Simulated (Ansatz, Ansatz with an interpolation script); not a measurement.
# G0W0 band structure of MoS2 (P6_3/mmc), part 2 of 3

Aim: the G0W0 bands of MoS2 (P6_3/mmc) along the symmetry lines, with the gap off the mesh.

Ansatz 0.2.0; LDA, Wannier functions and G0W0, plane waves, PAW. Known limits of the many-body steps: not at the basis limit; no spin-orbit coupling; coarse k mesh.

So far. Step 2 (LDA bands): The gap is indirect, with the least direct gap 0.83 eV higher. Step 3 (Wannier functions (Mo:4d S:3p) on 12×12×4): Near the gap the model misses directly solved bands by 0.2 meV r.m.s. and by 3 meV at most in the window tested. This tests the starting bands, not the corrections carried with them.

The database entry behind the starting cell differs from later determinations by our own check (about 0.3 % long), so it need not match the best structure at ambient conditions.

**4. G0W0 at every point of the mesh: 6×6×2 mesh, 492 empty bands, screening to 160 eV, PAW set soft_1 files**

Now the one-shot GW correction: screening in the RPA, then the self-energy of the levels asked for.

This step: G0W0 on LDA, plane waves, PAW; PAW set soft_1.

Input file input.yaml:

```yaml
crystal:
  lattice:
    - [3.169, 0.0, 0.0]
    - [-1.5845, 2.7444345, 0.0]
    - [0.0, 0.0, 12.324]
  atoms:
    - { symbol: Mo, position: [0.33333333, 0.66666667, 0.25] }
    - { symbol: Mo, position: [0.66666667, 0.33333333, 0.75] }
    - { symbol: S, position: [0.33333333, 0.66666667, 0.623] }
    - { symbol: S, position: [0.66666667, 0.33333333, 0.123] }
    - { symbol: S, position: [0.33333333, 0.66666667, 0.877] }
    - { symbol: S, position: [0.66666667, 0.33333333, 0.377] }
kpoints:
  mp_grid: { grid: [6, 6, 2] }
hamiltonian:
  xc: lda
  pseudopotentials: { kind: paw, azcp: { folder: soft_1 }, xc_functional: pbe }
scf:
  occupations: { method: fixed }
gw:
  n_empty_bands: 492
  ecut_chi: 160.0
  qp_bands: [v14, c6]
  screening: { model: contour_deformation }
```

Launch:

```bash
> ansatz run input.yaml --threads 3 --pin off --max-ram 92160MiB --backend cuda --events-out ev --progress --plain --runs-dir out --devices 1 --max-vram 13GiB
```

Numbers of over 12 decimals in the logs are rounded to 6 here.

Log:

```text
GPUs: using 1 of 1 available (devices: 1).
[...]
GPU FFT provider: cuFFT
GPU libraries: cuBLAS 13.8.2, cuFFT 12.4.0, cuSOLVER 12.3.4
Crystal: 6 atoms, lattice volume = 107.183 Å³
Basis set: ecut = 420 eV, 2081 PW (Γ)
Bands: 32, of which v1, the nominal top of the filled ones, is band 26 counted from 1 (25 counted from 0)
Symmetry: 24 space group operations
[...]
k-points: 14 of 72
[...]
GPU buffer pool allocated for 51840 grid points (all kernels)
[...]
SCF iter   1: F=—  HF=-13171.439764 eV  |F-HF|=—  |Δ(HF+E_count)|=         —  Δρ=6.03e-2  dr2=4.90e0  ethr=3.10e-3  ⟨swp⟩=5.1  Hψ=1991  notcnv=0  defer=31
[...]
SCF iter   8: F=-13169.755263 eV  HF=-13169.755263 eV  |F-HF|=6.91e-10  |Δ(HF+E_count)|=   3.78e-7  Δρ=7.45e-6  dr2=5.48e-8  ethr=1.92e-10  ⟨swp⟩=6.0  Hψ=2235  notcnv=0
SCF 1 converged in 8 iterations: F = -13169.755263 eV  dr2 = 5.48e-8
[...]
NSCF: frozen V_eff on 14 k-points, pencils in batches of 32, up to order 128
[...]
G₀W₀ screening: q 1/14
[... further progress lines ...]
SCF converged after 8 iterations
Free energy (F): -13169.755263 eV
[...]
Internal energy: -13169.755263 eV  (E = F + TS)
E sigma→0 (E₀):  -13169.755263 eV
Fermi energy:    10.663038 eV
[...]
--- Band table (eV; the first three rows and the last of 14) ---
  k-point 0: bands = [... 22 lower, 8.5225, 9.4592, 9.5018, 10.6630, 12.7417, 12.7417, 12.7693, 12.7693, ... 2 higher]
  k-point 1: bands = [... 22 lower, 8.4992, 8.4992, 10.3940, 10.3940, 12.7471, 12.7471, 12.7471, 12.7471, ... 2 higher]
  k-point 2: bands = [... 22 lower, 8.5979, 9.4368, 9.5295, 9.8814, 12.1042, 12.4713, 12.5010, 12.7002, ... 2 higher]
  k-point 13: bands = [... 22 lower, 7.8083, 7.8083, 9.9353, 9.9353, 11.6813, 11.6813, 12.8847, 12.8847, ... 2 higher]
--- G₀W₀: contour deformation, 7 samples at zero and on the imaginary axis and 3 off it, 72 q-points, 492 empty bands' worth ---
  eigenvalues of the whole cell's RPA ε∞ on this k-mesh (on a slab, of 1 + 4πα/V) = 6.6222, 15.2947, 15.2947; static W/v taken at q = 0 is 0.068795
  bands read: the sum over 518 bands ends inside a degenerate multiplet in 1 slot, whose members it reads at an even weight; the widest, k=1: bands 517 to 520 (counted from 1) at 2/4 each
    ik  band        ε_KS         Σx   Σc(E_QP)       V_xc       Z   E_QP_lin       E_QP  E_QP is
     0    13      3.7594   -18.7551     4.4653   -14.1496  0.6639     3.6196     3.6192  root
     0    14      4.8278   -19.3858     3.8202   -15.4392  0.7119     4.7010     4.7014  root
     0    15      7.1094   -17.3774     2.8896   -14.1314  0.6965     6.7479     6.7530  root
     0    16      7.3762   -20.4347     2.3210   -18.1156  0.6954     7.3780     7.3780  root
     0    17      7.3762   -20.4347     2.3210   -18.1156  0.6954     7.3780     7.3780  root
     0    18      7.3891   -20.4347     2.3020   -18.1383  0.6956     7.3948     7.3948  root
     0    19      7.3891   -20.4347     2.3020   -18.1383  0.6956     7.3948     7.3948  root
     0    20      8.4759   -20.2360     1.3944   -18.8010  0.7346     8.4353     8.4353  root
     0    21      8.4759   -20.2360     1.3944   -18.8010  0.7346     8.4353     8.4353  root
     0    22      8.5225   -20.2882     1.3487   -18.9097  0.7354     8.4928     8.4928  root
     0    23      8.5225   -20.2882     1.3487   -18.9097  0.7354     8.4928     8.4928  root
     0    24      9.4592   -18.5914     0.9036   -17.7467  0.7282     9.5181     9.5182  root
     0    25      9.5018   -18.5010     1.8254   -16.2928  0.7448     9.1165     9.1190  root
     0    26     10.6630   -19.6822     0.3619   -19.3473  0.7359    10.6901    10.6901  root
[...]
13    28     11.6813   -16.0507    -4.1309   -20.7358  0.7309    12.2409    12.2355  root
    13    29     12.8847   -12.4573    -4.7923   -17.7821  0.7427    13.4237    13.4172  root
    13    30     12.8847   -12.4573    -4.7923   -17.7821  0.7427    13.4237    13.4172  root
    13    31     13.5055   -15.1226    -5.3508   -20.9450  0.6911    13.9883    13.9771  root
    13    32     13.5055   -15.1226    -5.3508   -20.9450  0.6911    13.9883    13.9771  root
```

Elapsed: 2.3 min, on 1 × NVIDIA H100 80GB HBM3 (shared by 6 runs) with 3 threads of AMD EPYC 7R13 (Zen 3), shared host; peak memory 1.7 GiB.

This step gave:

| Quantity | Value |
| --- | --- |
| bands summed | 518 |
| RPA ε∞ on this mesh (eigenvalues) | 6.622, 15.29, 15.29 |
| plane waves in the screening matrix | 499 |
| q-points in the mesh | 72 |
| G0W0 gap on the mesh | 1.219 eV |
| k of the valence top | 0, 0, 0 |
| k of the conduction bottom | 0.1667, 0.1667, 0 |
| starting gap on the mesh | 0.8128 eV |
| Z at the valence top | 0.7359 |
| Z at the conduction bottom | 0.7474 |
| least direct G0W0 gap on the computed points | 2.072 eV |

The gap on the mesh goes from 0.81 eV to 1.22 eV, a correction of +0.41 eV. Between the two edge states, bare exchange in place of the xc potential would open the gap by 4.77 eV, and correlation takes back 4.36 eV.

**5. Interpolating the corrections**

A script adds the corrections, carried to the Wannier functions and back, to the LDA levels, along the path and on a 26×26×4 mesh.

| Quantity | Value |
| --- | --- |
| G0W0 gap over the zone | 1.216 eV |
| valence top at | Γ |
| starting gap over the zone | 0.799 eV |
| least direct G0W0 gap | 2.072 eV |
| G0W0 gap on the mesh | 1.219 eV |
| valence width, start | 6.904 eV |
| valence width, G0W0 | 7.071 eV |
| gap by a rigid shift | 1.205 eV |

Levels solved directly plus the interpolated quasiparticle correction. Limits: finite bands, cutoff and mesh; no spin-orbit coupling. The quasiparticle bands at the labelled points (eV, zero at the valence-band top of each set):

| point | band 23 | band 24 | band 25 | band 26 | band 27 | band 28 |
| --- | --- | --- | --- | --- | --- | --- |
| Γ | -2.20 | -1.57 | -1.17 | 0.00 | 2.50 | 2.50 |
| halfway | -2.55 | -1.96 | -1.51 | -1.37 | 1.55 | 2.01 |
| M | -2.04 | -1.83 | -1.60 | -1.39 | 2.19 | 2.23 |
| halfway | -3.07 | -2.68 | -1.12 | -0.88 | 1.92 | 2.04 |
| K | -2.98 | -2.98 | -0.71 | -0.53 | 1.54 | 1.54 |
| halfway | -2.18 | -1.94 | -1.49 | -1.43 | 1.22 | 2.05 |
| Γ | -2.20 | -1.57 | -1.17 | 0.00 | 2.50 | 2.50 |
| halfway | -2.21 | -2.15 | -0.73 | -0.08 | 2.50 | 2.50 |
| A | -2.23 | -2.23 | -0.32 | -0.32 | 2.50 | 2.50 |
| halfway | -2.37 | -2.37 | -1.43 | -1.43 | 1.93 | 1.93 |
| L | -1.94 | -1.94 | -1.48 | -1.48 | 2.21 | 2.21 |
| halfway | -2.93 | -2.93 | -0.99 | -0.99 | 1.96 | 1.96 |
| H | -3.15 | -3.15 | -0.63 | -0.63 | 1.55 | 1.55 |
| halfway | -2.12 | -2.12 | -1.46 | -1.46 | 1.60 | 1.60 |
| A | -2.23 | -2.23 | -0.32 | -0.32 | 2.50 | 2.50 |
| jump to L | -1.94 | -1.94 | -1.48 | -1.48 | 2.21 | 2.21 |
| halfway | -2.01 | -1.86 | -1.56 | -1.41 | 2.20 | 2.23 |
| M | -2.04 | -1.83 | -1.60 | -1.39 | 2.19 | 2.23 |
| jump to H | -3.15 | -3.15 | -0.63 | -0.63 | 1.55 | 1.55 |
| halfway | -3.06 | -3.06 | -0.69 | -0.56 | 1.55 | 1.55 |
| K | -2.98 | -2.98 | -0.71 | -0.53 | 1.54 | 1.54 |

The same for LDA:

| point | band 23 | band 24 | band 25 | band 26 | band 27 | band 28 |
| --- | --- | --- | --- | --- | --- | --- |
| Γ | -2.14 | -1.20 | -1.16 | 0.00 | 2.08 | 2.08 |
| M | -1.72 | -1.52 | -1.42 | -1.29 | 1.57 | 1.62 |
| K | -2.67 | -2.67 | -0.80 | -0.63 | 1.02 | 1.02 |
| Γ | -2.14 | -1.20 | -1.16 | 0.00 | 2.08 | 2.08 |
| A | -2.16 | -2.16 | -0.27 | -0.27 | 2.08 | 2.08 |
| L | -1.62 | -1.62 | -1.35 | -1.35 | 1.59 | 1.59 |
| H | -2.85 | -2.85 | -0.73 | -0.73 | 1.02 | 1.02 |
| A | -2.16 | -2.16 | -0.27 | -0.27 | 2.08 | 2.08 |
| L | -1.62 | -1.62 | -1.35 | -1.35 | 1.59 | 1.59 |
| M | -1.72 | -1.52 | -1.42 | -1.29 | 1.57 | 1.62 |
| H | -2.85 | -2.85 | -0.73 | -0.73 | 1.02 | 1.02 |
| K | -2.67 | -2.67 | -0.80 | -0.63 | 1.02 | 1.02 |

Minima of the lowest conduction band, from levels solved directly at the displaced points, plus the interpolated correction; masses are left empty at degenerate points, on flat bands and where the interpolated correction rules the curvature; G0W0 masses are rough. Conduction valleys, by row:

| point | k (reciprocal lattice) | valleys in the zone | G0W0 level above the valence top (eV) | LDA level above the valence top (eV) | G0W0 principal masses (m_e) | LDA principal masses (m_e) |
| --- | --- | --- | --- | --- | --- | --- |
| - | 0.172 0.172 0.000 | 6 | 1.216 | 0.799 | 0.502 0.573 0.648 | 0.539 0.557 0.749 |
| K | 0.333 0.333 0.000 | 2 | 1.545 | 1.017 | - | - |
| H | 0.333 0.333 -0.500 | 2 | 1.545 | 1.018 | - | - |

Second differences of levels solved directly at the displaced points, plus the interpolated correction, at the quasiparticle band edges; no spin-orbit coupling; left empty where the band is flat or the interpolated correction rules the curvature. Effective masses, by row:

| carrier | point | Cartesian direction | band | LDA mass (m_e) | G0W0 mass (m_e) |
| --- | --- | --- | --- | --- | --- |
| hole | Γ | 100 | 26 | 0.675 | 0.637 |
| hole | Γ | 010 | 26 | 0.674 | 0.619 |
| hole | Γ | 001 | 26 | 0.98 | 0.725 |
| hole | Γ | 110 | 26 | 0.674 | 0.628 |
| hole | Γ | 111 | 26 | 0.752 | 0.657 |
| electron | 0.172 0.172 -0.000 | 100 | 27 | 0.689 | 0.626 |
| electron | 0.172 0.172 -0.000 | 010 | 27 | 0.594 | 0.59 |
| electron | 0.172 0.172 -0.000 | 001 | 27 | 0.538 | 0.501 |
| electron | 0.172 0.172 -0.000 | 110 | 27 | 0.565 | 0.576 |
| electron | 0.172 0.172 -0.000 | 111 | 27 | 0.556 | 0.549 |

Corrections by starting level (eV, on the run's own energy scale, so only their differences matter):

| start | correction |
| --- | --- |
| -6.90 | −0.14 |
| -6.02 | −0.15 |
| -5.40 | −0.20 |
| -4.63 | −0.20 |
| -4.17 | −0.24 |
| -3.56 | −0.16 |
| -2.91 | −0.27 |
| -2.65 | −0.18 |
| -2.14 | −0.03 |
| -1.64 | −0.01 |
| -1.13 | −0.37 |
| -0.63 | +0.13 |
| 0.81 | +0.43 |
| 1.33 | +0.50 |
| 1.65 | +0.43 |
| 2.08 | +0.49 |
| 2.23 | +0.53 |
| 3.13 | +0.48 |

**6. LDA+SOC bands, for comparison**

Spin-orbit coupling can split or shift the edges; a non-collinear run measures by how much.

This step: DFT, LDA with spin-orbit coupling, plane waves, PAW; PAW set soft_1.

input.yaml, as its differences from that of step 4:

```diff
@@ -14,11 +14,18 @@
   mp_grid: { grid: [6, 6, 2] }
+  band_path:
+    path:
+      - [[0.0, 0.0, 0.0], [0.5, 0.0, 0.0], [0.33333333, 0.33333333, 0.0], [0.0, 0.0, 0.0], [0.0, 0.0, 0.5], [0.5, 0.0, 0.5], [0.33333333, 0.33333333, 0.5], [0.0, 0.0, 0.5]]
+      - [[0.5, 0.0, 0.5], [0.5, 0.0, 0.0]]
+      - [[0.33333333, 0.33333333, 0.5], [0.33333333, 0.33333333, 0.0]]
+    npoints: 10
 hamiltonian:
   xc: lda
-  pseudopotentials: { kind: paw, azcp: { folder: soft_1 }, xc_functional: pbe }
+  pseudopotentials: { kind: paw_fr, azcp: { folder: soft_1 }, xc_functional: pbe }
 scf:
-  occupations: { method: fixed }
-gw:
-  n_empty_bands: 492
-  ecut_chi: 160.0
-  qp_bands: [v14, c6]
-  screening: { model: contour_deformation }
+  occupations: { method: fermi_dirac, width: 0.02 }
+  n_extra_bands: 12
+magnetization:
+  noncollinear: true
+  spin_orbit: true
+output:
+  eigenvalues: true
```

Log:

```text
[...]
GPUs: using 1 of 1 available (devices: 1).
[...]
non-collinear run that drives no moment, with spin-orbit: no starting moment large enough to seed its density (crystal.atoms[].spin), no starting occupations that ask for one, no magnetisation constraint and no magnetic field, so the semilocal B_xc is pinned to zero
[...]
GPU FFT provider: cuFFT
GPU libraries: cuBLAS 13.8.2, cuFFT 12.4.0, cuSOLVER 12.3.4
Crystal: 6 atoms, lattice volume = 107.183 Å³
Basis set: ecut = 420 eV, 2081 PW (Γ)
Bands: 64, of which v1, the nominal top of the filled ones, is band 52 counted from 1 (51 counted from 0)
Symmetry: 24 space group operations + 24 with time reversal
[...]
k-points: 14 of 72
Projection manifold: j_resolved (fully-relativistic pseudo-atomic orbitals)
[...]
GPU buffer pool allocated for 51840 grid points (all kernels)
[...]
SCF iter   1: F=—  HF=-13173.727425 eV  |F-HF|=—  |Δ(HF+E_count)|=         —  Δρ=6.07e-2  dr2=4.97e0  dr2_m=0.00e0 (ungated)  ethr=3.10e-3  |M|=0.00e0 ∫|m|=0.00e0 μB  |m|>n=0.0e0 m-floor=0.0e0 τ_xc=0.0e0  β_m=0.30  ⟨swp⟩=7.4  Hψ=2426  notcnv=0
[...]
spin=Noncollinear: Resta preconditioning applied to the charge; magnetization (m_x, m_y, m_z) channels mix plain (no charge-response kernel on spin).
SCF iter   2: F=—  HF=-13172.762311 eV  |F-HF|=—  |Δ(HF+E_count)|=   9.65e-1  Δρ=3.68e-2  dr2=2.20e0  dr2_m=0.00e0 (ungated)  ethr=3.10e-3  |M|=0.00e0 ∫|m|=0.00e0 μB  |m|>n=0.0e0 m-floor=0.0e0 τ_xc=0.0e0  β_m=0.48  ⟨swp⟩=2.5  Hψ=802  notcnv=0  defer=60
[...]
SCF iter   8: F=-13172.030765 eV  HF=-13172.030765 eV  |F-HF|=2.60e-9  |Δ(HF+E_count)|=   1.09e-6  Δρ=7.27e-6  dr2=6.10e-8  dr2_m=0.00e0 (ungated)  ethr=1.92e-10  |M|=0.00e0 ∫|m|=0.00e0 μB  |m|>n=0.0e0 m-floor=0.0e0 τ_xc=0.0e0  ⟨swp⟩=9.4  Hψ=2036  notcnv=0
SCF 1 converged in 8 iterations: F = -13172.030765 eV  dr2 = 6.10e-8
[...]
SCF converged after 8 iterations
Magnetization: |M| = 0.0000 μB,  M = (+0.0000, +0.0000, +0.0000) μB
Absolute magnetization: 0.0000 μB (∫|m|)
  site 0: m = (+0.0000, +0.0000, +0.0000) μB, |m| = 0.0000 μB  (R = 0.99 Å)
  site 1: m = (+0.0000, +0.0000, +0.0000) μB, |m| = 0.0000 μB  (R = 0.99 Å)
  site 2: m = (+0.0000, +0.0000, +0.0000) μB, |m| = 0.0000 μB  (R = 0.99 Å)
  site 3: m = (+0.0000, +0.0000, +0.0000) μB, |m| = 0.0000 μB  (R = 0.99 Å)
  site 4: m = (+0.0000, +0.0000, +0.0000) μB, |m| = 0.0000 μB  (R = 0.99 Å)
  site 5: m = (+0.0000, +0.0000, +0.0000) μB, |m| = 0.0000 μB  (R = 0.99 Å)
Free energy (F): -13172.030765 eV
[...]
Internal energy: -13172.030765 eV  (E = F + TS)
E sigma→0 (E₀):  -13172.030765 eV
Fermi energy:    11.053672 eV
[...]
--- Band table (eV; the first three rows and the last of 14) ---
  k-point 0: bands = [... 48 lower, 9.5011, 9.5011, 10.6679, 10.6679, 12.6991, 12.6991, 12.7274, 12.7274, ... 8 higher]
  k-point 1: bands = [... 48 lower, 10.3981, 10.3981, 10.3981, 10.3981, 12.7062, 12.7062, 12.7062, 12.7062, ... 8 higher]
  k-point 2: bands = [... 48 lower, 9.5306, 9.5306, 9.8849, 9.8849, 12.1032, 12.1032, 12.4686, 12.4686, ... 8 higher]
  k-point 13: bands = [... 48 lower, 9.8640, 9.8640, 10.0106, 10.0106, 11.6787, 11.6787, 11.6816, 11.6816, ... 8 higher]
```

The job ended after 12 s (1 × NVIDIA H100 80GB HBM3 (shared by 6 runs) with 3 threads; peak memory 1.3 GiB).

Numbers from this step:

```
filled bands         : 52
gap                  : 0.8074 eV
valence top at       : Γ
conduction bottom at : k = (0.167, 0.167, 0.000)
least direct gap     : 1.615 eV
```

The gap stands −0.01 eV against LDA.

(Part 2 of 3 ends here.)

[Paths, hosts, dates, memory and timing lines, banners, echoed tables and standing remarks are left out of the program output.]

[Logs are printed without paths, hosts, clocks, repeated set-up lines and the standing remarks that a program may print on its own settings, such as how far it seeks lower states.]

[Runs of the session that timed out or met a known fault of the program may be left out.]

[Hosts, paths, dates, database ids (printed as entryN), source tags and the programs' standing remarks are cut or masked in the printed files.]
